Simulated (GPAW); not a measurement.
The F K edge of atom 3 in KCrF3 (P4/mmm), with 2 Cr at 2.05 Å (linear, site symmetry mmm), was computed in 2 ways: excited-electron core hole (neutral cell) and half core hole. Program and functional: GPAW, LDA, Gaussian full width 0.9 eV up to 4 eV, rising linearly to 3.5 eV at 25 eV; cells of 10 atoms.

Each run is counted from its own lowest empty level or Fermi level and scaled to a mean of 1 over its first 20 eV.

| E (eV) | run 1 | run 2 |
| --- | --- | --- |
| -2.0 | 0.00 | 0.00 |
| -1.5 | 0.00 | 0.00 |
| -1.0 | 0.00 | 0.00 |
| -0.5 | 0.06 | 0.07 |
| 0.0 | 0.27 | 0.34 |
| 0.5 | 0.48 | 0.64 |
| 1.0 | 0.49 | 0.97 |
| 1.5 | 0.65 | 1.31 |
| 2.0 | 1.05 | 1.13 |
| 2.5 | 0.86 | 1.28 |
| 3.0 | 0.73 | 1.80 |
| 3.5 | 0.91 | 2.12 |
| 4.0 | 0.97 | 1.95 |
| 4.5 | 1.18 | 1.45 |
| 5.0 | 1.57 | 1.09 |
| 5.5 | 1.80 | 1.04 |
| 6.0 | 1.77 | 1.13 |
| 6.5 | 1.63 | 1.27 |
| 7.0 | 1.43 | 1.40 |
| 7.5 | 1.32 | 1.32 |
| 8.0 | 1.32 | 1.09 |
| 8.5 | 1.41 | 0.88 |
| 9.0 | 1.44 | 0.77 |
| 9.5 | 1.33 | 0.71 |
| 10.0 | 1.15 | 0.63 |
| 10.5 | 1.01 | 0.54 |
| 11.0 | 0.90 | 0.46 |
| 11.5 | 0.80 | 0.43 |
| 12.0 | 0.69 | 0.49 |
| 12.5 | 0.58 | 0.62 |
| 13.0 | 0.51 | 0.80 |
| 13.5 | 0.49 | 0.98 |
| 14.0 | 0.55 | 1.12 |
| 14.5 | 0.67 | 1.20 |
| 15.0 | 0.81 | 1.23 |
| 15.5 | 0.95 | 1.20 |
| 16.0 | 1.05 | 1.12 |
| 16.5 | 1.12 | 0.99 |
| 17.0 | 1.15 | 0.85 |
| 17.5 | 1.12 | 0.74 |
| 18.0 | 1.05 | 0.66 |
| 18.5 | 0.94 | 0.63 |
| 19.0 | 0.82 | 0.63 |
| 19.5 | 0.72 | 0.67 |
| 20.0 | 0.65 | 0.73 |
| 20.5 | 0.62 | 0.80 |
| 21.0 | 0.63 | 0.88 |
| 21.5 | 0.66 | 0.97 |
| 22.0 | 0.72 | 1.04 |
| 22.5 | 0.79 | 1.10 |
| 23.0 | 0.86 | 1.12 |
| 23.5 | 0.93 | 1.11 |
| 24.0 | 0.98 | 1.08 |
| 24.5 | 1.01 | 1.04 |
| 25.0 | 1.02 | 1.00 |
| 25.5 | 1.01 | 0.99 |
| 26.0 | 0.98 | 1.01 |
| 26.5 | 0.96 | 1.06 |
| 27.0 | 0.94 | 1.14 |
| 27.5 | 0.94 | 1.25 |
| 28.0 | 0.96 | 1.35 |
| 28.5 | 1.02 | 1.45 |
| 29.0 | 1.10 | 1.50 |
| 29.5 | 1.20 | 1.50 |
| 30.0 | 1.30 | 1.45 |
| 30.5 | 1.39 | 1.35 |

**Question.** Which run is which?

Run 1: half core hole (area from −2 to 6 eV 5.9, main maxima 2.1 eV (1.06), 5.7 eV (1.81), 8.9 eV (1.45) and 17.0 eV (1.15)). Run 2: excited-electron core hole (neutral cell) (area from −2 to 6 eV 7.9, main maxima 1.5 eV (1.31), 3.6 eV (2.14), 7.1 eV (1.40) and 15.0 eV (1.23)). 

[Hosts, paths, dates, database ids (printed as entryN), source tags and the programs' standing remarks are cut or masked in the printed files.]

[Lists of maxima count a maximum above −3 eV only where it reaches 4 % of the highest in the window and stands out from its surroundings by 2 % of it (1.5 % where it reaches 55 %); shoulders and weaker maxima are passed over, and of the rest the first, up to two pre-edge ones and the few strongest are named.]
